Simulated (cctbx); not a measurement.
# Resonant diffraction in Tb3W

Space group Pnma (no. 62), a = 7.2060 Å, b = 9.7500 Å, c = 6.6890 Å, α = 90.00°, β = 90.00°, γ = 90.00°.

```
atom  mult.       x       y       z  Ueq (Å²)
  W1      4  0.1049     3/4  0.5419    0.0062
 Tb1      4  0.4760     3/4  0.3762    0.0084
 Tb2      8  0.6759  0.0596  0.1797    0.0073
```

The model was made for the exercise: a known structure type with other elements put in, its volume estimated, not relaxed; displacement parameters are assumed.

Calculated with cctbx: free-atom f′ and f″ from the Sasaki tables, no fine structure; amplitudes in electrons.

```csv
E (eV),F 2 0 1,F 1 0 2,F 2 1 0,F 2 0 0
9607,209.4,255.8,40.5,8.5
9957,213.8,261.2,32.3,6.8
10087,216.1,264.0,27.4,6.2
10147,217.8,266.0,24.0,6.0
10177,219.4,267.9,21.7,6.2
10192,220.8,269.7,20.6,6.8
10199,222.1,271.2,21.0,7.4
10203,223.4,272.8,22.6,8.3
10211,222.7,271.9,12.3,6.3
10215,221.1,270.0,7.1,4.7
10222,219.8,268.4,5.1,3.4
10237,218.4,266.7,8.0,1.9
10267,217.1,265.1,12.8,0.7
10357,215.7,263.4,19.4,1.6
10607,214.9,262.5,25.9,3.2
```

**Question.** Which edge is crossed, and why do the reflections move as they do?

The L3 edge of W. The edge is at 10207 eV. f′ of W falls from -12.1 e at 10087 eV to -19.0 e at 4 eV below it, and f″ steps from 3.80 to 10.48 e across it. Over that approach |F| changes by +3 % (2 0 1), +3 % (1 0 2), -18 % (2 1 0) and +34 % (2 0 0): a reflection falls where W scatters in phase with the total and rises where it scatters against it; it hardly moves where the W term is small or cancels by symmetry. Above the edge the larger f″ enters the imaginary part, where it can add to or cancel the other atoms' f″. The structure is centrosymmetric, so Friedel mates stay equal.

[Logs are printed without paths, hosts, clocks, repeated set-up lines and the standing remarks that a program may print on its own settings, such as how far it seeks lower states.]
